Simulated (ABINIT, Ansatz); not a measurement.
# How the form of the self-energy moves the gap of LiCNO (R3m), part 2 of 2

Wanted: the gap of LiCNO (R3m) under several approximations, with cost.

ABINIT 10.8.3; PBEsol and many-body steps on it, plane waves. Known limits of the many-body steps: not at the basis limit.

So far. Step 5 (G0W0, Engel-Farid plasmon pole): Against G0W0 in ABINIT (4×4×4 mesh, 63 bands, screening to 141.5 eV, Godby-Needs plasmon pole), the gap moves by +0.081 eV. Step 6 (G0W0, Hybertsen-Louie plasmon pole): Against G0W0 in ABINIT (4×4×4 mesh, 63 bands, screening to 141.5 eV, Godby-Needs plasmon pole), the gap moves by +0.150 eV.

### 7. One-shot Hartree-Fock

This step: one-shot Hartree-Fock on PBEsol, plane waves, norm-conserving pseudopotentials.

run.abi reads:

```
acell 3*1.0 Angstrom
rprim 
  1.643988180588 0.949157018607 4.762053928800
  -1.643988180588 0.949157018607 4.762053928800
  0.000000000000 -1.898314037214 4.762053928800
ntypat 4
znucl 3 6 7 8
natom 4
typat 1 2 3 4
xred 
  0.005259000000 0.005259000000 0.005259000000
  0.497462000000 0.497462000000 0.497462000000
  0.413960000000 0.413960000000 0.413960000000
  0.583333333333 0.583333333333 0.583333333333
pp_dirpath "pseudos"
pseudos "Li.upf, C.upf, N.upf, O.upf"
ecut 37
ngkpt 4 4 4
nshiftk 1
shiftk 0 0 0
kptopt 1
chksymbreak 0
istwfk *1
occopt 1
irdwfk 1
optdriver 4
nband 13
gwcalctyp 5
ecutsigx 37
symsigma 1
nkptgw 2
kptgw 
  0.5000000000 0.5000000000 0.5000000000
  0.0000000000 0.0000000000 0.0000000000
bdgw 
  8 12
  8 12
ixc_sigma 40
fftgw 31
indata_prefix "in"
outdata_prefix "out"
tmpdata_prefix "tmp"
```

Command:

```sh
> OMP_NUM_THREADS=1 mpirun -n 4 abinit run.abi > log
```

What it wrote:

```text
.Version 10.8.3 of ABINIT. v10.8.2 released Aug 2026.

 Symmetries : space group R3 m (#160); Bravais hR (rhombohedral)
[... echo of the input left out ...]
== DATASET  1 ==================================================================
-   mpi_nproc: 4, omp_nthreads: 1 (-1 if OMP is not activated)

--- !DatasetInfo
iteration_state: {dtset: 1, }
dimensions: {natom: 4, nkpt: 13, mband: 13, nsppol: 1, nspinor: 1, nspden: 1, mpw: 3276, }
cutoff_energies: {ecut:  37.0, pawecutdg:  -1.0, }
[...]
Band     E0 <VxcDFT>   SigX SigC(E0)      Z dSigC/dE  Sig(E)    E-E0       E
[...]
11   7.799 -16.092  -9.352   0.000   1.000   0.000  -9.352   6.740  14.539
       12   7.799 -16.092  -9.352   0.000   1.000   0.000  -9.352   6.740  14.539

== END DATASET(S) ==============================================================
================================================================================

 -outvars: echo values of variables after computation  --------
           etotal      0.0000000000E+00
            nband          13
             nkpt          13
          spgroup         160
 [... the other variables as echoed above ...]

 Calculation completed.
```

It took 4.5 s on 4 MPI ranks of Intel Xeon Platinum 8375C at 2.90GHz (Ice Lake), shared host; peak memory 0.65 GiB; 17 s of CPU time.

This step gave:

- quasiparticle gap on the points computed: 13.55 eV
- starting gap on the mesh: 4.664 eV
- k of the valence top: 0.5, 0.5, 0.5
- k of the conduction bottom: 0, 0, 0
- least direct quasiparticle gap on the computed points: 13.77 eV

Against G0W0 in ABINIT (4×4×4 mesh, 63 bands, screening to 141.5 eV, Godby-Needs plasmon pole), the gap moves by +6.231 eV.

### 8. Screening, 4×4×4 mesh, 63 bands, screening to 141.5 eV

This step: RPA screening on PBEsol, plane waves, norm-conserving pseudopotentials.

Changes to run.abi since step 7:

```diff
@@ -25,16 +25,14 @@
 irdwfk 1
-optdriver 4
-nband 13
-gwcalctyp 5
-ecutsigx 37
-symsigma 1
-nkptgw 2
-kptgw 
-  0.5000000000 0.5000000000 0.5000000000
-  0.0000000000 0.0000000000 0.0000000000
-bdgw 
-  8 12
-  8 12
-ixc_sigma 40
-fftgw 31
+optdriver 3
+nband 63
+ecuteps 5.2
+inclvkb 2
+awtr 1
+symchi 1
+gwcalctyp 2
+nfreqre 16
+freqremax 40 eV
+nfreqim 8
+spmeth 1
+nomegasf 120
 indata_prefix "in"
```

What it wrote:

```text
.Version 10.8.3 of ABINIT. v10.8.2 released Aug 2026.

 Symmetries : space group R3 m (#160); Bravais hR (rhombohedral)
[... echo of the input left out ...]
== DATASET  1 ==================================================================
-   mpi_nproc: 4, omp_nthreads: 1 (-1 if OMP is not activated)

--- !DatasetInfo
iteration_state: {dtset: 1, }
dimensions: {natom: 4, nkpt: 13, mband: 63, nsppol: 1, nspinor: 1, nspden: 1, mpw: 3276, }
cutoff_energies: {ecut:  37.0, pawecutdg:  -1.0, }
electrons: {nelect:   1.80000000E+01, charge:   0.00000000E+00, occopt:   1.00000000E+00, tsmear:   1.00000000E-02, }

 SCREENING: Calculation of the susceptibility and dielectric matrices

 Based on a program developped by R.W. Godby, V. Olevano, G. Onida, and L. Reining.
 Incorporated in ABINIT by V. Olevano, G.-M. Rignanese, and M. Torrent.
.Using double precision arithmetic ; gwpc =  8

[... cell and pseudopotentials left out ...]
--------------------------------------------------------------------------------

 ==== K-mesh for the wavefunctions ====
 Number of points in the irreducible wedge :    13
[... list of points left out ...]
 Together with  6 symmetry operations and time-reversal symmetry
 yields    64 points in the full Brillouin Zone.

 ==== Q-mesh for the screening function ====
 Number of points in the irreducible wedge :    13
[... list of points left out ...]
 Together with  6 symmetry operations and time-reversal symmetry
 yields    64 points in the full Brillouin Zone.

 setmesh: FFT mesh size selected  =    40x   40x   40
          total number of points  =        64000

 vcoul_init : cutoff-mode = AUXILIARY_FUNCTION
 q-points for optical limit:   1
     1)      0.000010    0.000020    0.000030

- screening: taking advantage of time-reversal symmetry
- Maximum band index for partially occupied states nbvw = 9
- Remaining bands to be divided among processors   nbcw = 54
- Number of bands treated by each node ~13

 Number of electrons calculated from density =   18.0000; Expected =   18.0000
 average of density, n =  0.059826
 r_s =    1.5861
 omega_plasma =   23.5940 [eV]

 calculating chi0 at frequencies [eV] :
  1    0.000000E+00    0.000000E+00
  2    2.666667E+00    0.000000E+00
  3    5.333333E+00    0.000000E+00
[...]
23    0.000000E+00    6.008993E+01
 24    0.000000E+00    8.460727E+01

--------------------------------------------------------------------------------
  q-point number  1        q = ( 0.000000, 0.000000, 0.000000) [r.l.u.]
--------------------------------------------------------------------------------
[... chi0 elements left out ...]
  [... further frequencies ...]

 No. of calculated frequencies >  15, stop printing
 For q-point:  0.000010 0.000020 0.000030
  dielectric constant =   2.3930
  dielectric constant without local fields =   3.0805

  Average fulfillment of the sum rule on Im[epsilon] for q-point    1 :     61.35  [%]
[... wings left out ...]
  q-point number  2        q = ( 0.250000, 0.000000, 0.000000) [r.l.u.]
--------------------------------------------------------------------------------
[... chi0 elements left out ...]
  [... further frequencies ...]

 No. of calculated frequencies >  15, stop printing
  Average fulfillment of the sum rule on Im[epsilon] for q-point    2 :     70.56  [%]

 [... 11 further q-points ...]
```

The job ended after 99 s (4 MPI ranks; peak memory 1.7 GiB; 6.6 min of CPU time).

Numbers from this step:

| Item | Value |
| --- | --- |
| ε∞ with local fields, on this mesh, along the program's q direction | 2.393 |
| the same without local fields | 3.080 |
| plasma frequency | 23.59 eV |
| plane waves in the screening matrix | 159 |

### 9. G0W0, contour deformation

This step: G0W0 on PBEsol, plane waves, norm-conserving pseudopotentials.

Changes to run.abi since step 8:

```diff
@@ -25,14 +25,16 @@
 irdwfk 1
-optdriver 3
+optdriver 4
 nband 63
+gwcalctyp 2
+ecutsigx 37
+symsigma 1
+nkptgw 2
+kptgw 
+  0.5000000000 0.5000000000 0.5000000000
+  0.0000000000 0.0000000000 0.0000000000
+bdgw 
+  8 12
+  8 12
 ecuteps 5.2
-inclvkb 2
-awtr 1
-symchi 1
-gwcalctyp 2
-nfreqre 16
-freqremax 40 eV
-nfreqim 8
-spmeth 1
-nomegasf 120
+irdscr 1
 indata_prefix "in"
```

What it wrote:

```text
.Version 10.8.3 of ABINIT. v10.8.2 released Aug 2026.

 Symmetries : space group R3 m (#160); Bravais hR (rhombohedral)
[... echo of the input left out ...]
== DATASET  1 ==================================================================
-   mpi_nproc: 4, omp_nthreads: 1 (-1 if OMP is not activated)

--- !DatasetInfo
iteration_state: {dtset: 1, }
dimensions: {natom: 4, nkpt: 13, mband: 63, nsppol: 1, nspinor: 1, nspden: 1, mpw: 3276, }
cutoff_energies: {ecut:  37.0, pawecutdg:  -1.0, }
[...]
Band     E0 <VxcDFT>   SigX SigC(E0)      Z dSigC/dE  Sig(E)    E-E0       E
[...]
12   7.799 -16.092  -9.352  -3.221   0.809  -0.236 -13.245   2.848  10.647
       12   0.000   0.000   0.000  -0.001   0.000   0.000  -0.001  -0.001  -0.001

== END DATASET(S) ==============================================================
================================================================================

 -outvars: echo values of variables after computation  --------
           etotal      0.0000000000E+00
            nband          63
             nkpt          13
          spgroup         160
 [... the other variables as echoed above ...]

 Calculation completed.
```

It took 8.4 s on 4 MPI ranks; peak memory 1.3 GiB; 33 s of CPU time.

This step gave:

```
G0W0 gap on the points computed              : 7.338 eV
starting gap on the mesh                     : 4.664 eV
k of the valence top                         : 0.5, 0.5, 0.5
k of the conduction bottom                   : 0, 0, 0
least direct G0W0 gap on the computed points : 7.531 eV
```

Against G0W0 in ABINIT (4×4×4 mesh, 63 bands, screening to 141.5 eV, Godby-Needs plasmon pole), the gap moves by +0.018 eV.

### 10. The runs together

Times are wall times on 4 MPI ranks of Intel Xeon Platinum 8375C at 2.90GHz (Ice Lake), shared host, good to a factor of about two. A run's time includes the screening step that it read.

```csv
run,mesh,bands,screening cutoff (eV),DFT gap (eV),gap on the mesh (eV),direct (eV),ε∞ used,time
"G0W0, Godby-Needs plasmon pole",4×4×4,63,141.5,4.664,7.320,7.515,2.39,98 s
"G0W0, Engel-Farid plasmon pole",4×4×4,63,141.5,4.664,7.401,7.600,2.39,96 s
"G0W0, Hybertsen-Louie plasmon pole",4×4×4,63,141.5,4.664,7.470,7.674,2.39,98 s
one-shot Hartree-Fock,4×4×4,-,-,4.664,13.551,13.772,-,4.5 s
"G0W0, contour deformation",4×4×4,63,141.5,4.664,7.338,7.531,2.39,1.8 min
```

### 11. What came out

```
G0W0, Godby-Needs plasmon pole     : 7.320 eV
G0W0, Engel-Farid plasmon pole     : 7.401 eV
G0W0, Hybertsen-Louie plasmon pole : 7.470 eV
one-shot Hartree-Fock              : 13.551 eV
G0W0, contour deformation          : 7.338 eV
known limits                       : not at the basis limit
```

G0W0, Engel-Farid plasmon pole: +0.081 eV against G0W0, Godby-Needs plasmon pole. G0W0, Hybertsen-Louie plasmon pole: +0.150 eV against G0W0, Godby-Needs plasmon pole. One-shot Hartree-Fock: +6.231 eV against G0W0, Godby-Needs plasmon pole. G0W0, contour deformation: +0.018 eV against G0W0, Godby-Needs plasmon pole. Bare exchange alone opens the gap to 13.55 eV; against G0W0, correlation takes back 6.23 eV. Bands and cutoff are finite, so the gap is not at the basis limit. The miss can reach some tenths of an eV and take either sign; the mesh is an error of its own. In the first G0W0 run levels were corrected at 2 k points alone, so a gap called «on the mesh» is the least over those, and an edge elsewhere would be missed.

[Paths, hosts, dates, memory and timing lines, banners, echoed tables and standing remarks are left out of the program output.]

[Logs are printed without paths, hosts, clocks, repeated set-up lines and the standing remarks that a program may print on its own settings, such as how far it seeks lower states.]

[Runs of the session that timed out or met a known fault of the program may be left out.]

[No measured gap is set beside runs whose start may be inverted or whose files or cutoffs have a known fault.]

[Hosts, paths, dates, database ids (printed as entryN), source tags and the programs' standing remarks are cut or masked in the printed files.]

[G0W0 gaps are taken among the corrected bands and points alone; a level outside them can change the order at an edge.]

[Where Ansatz stands beside ABINIT at settings called matched, ABINIT's density can come from a denser mesh and the files from another edition; pairs whose starting gaps differed by over 0.03 eV were left out, so agreement reads better than it is.]
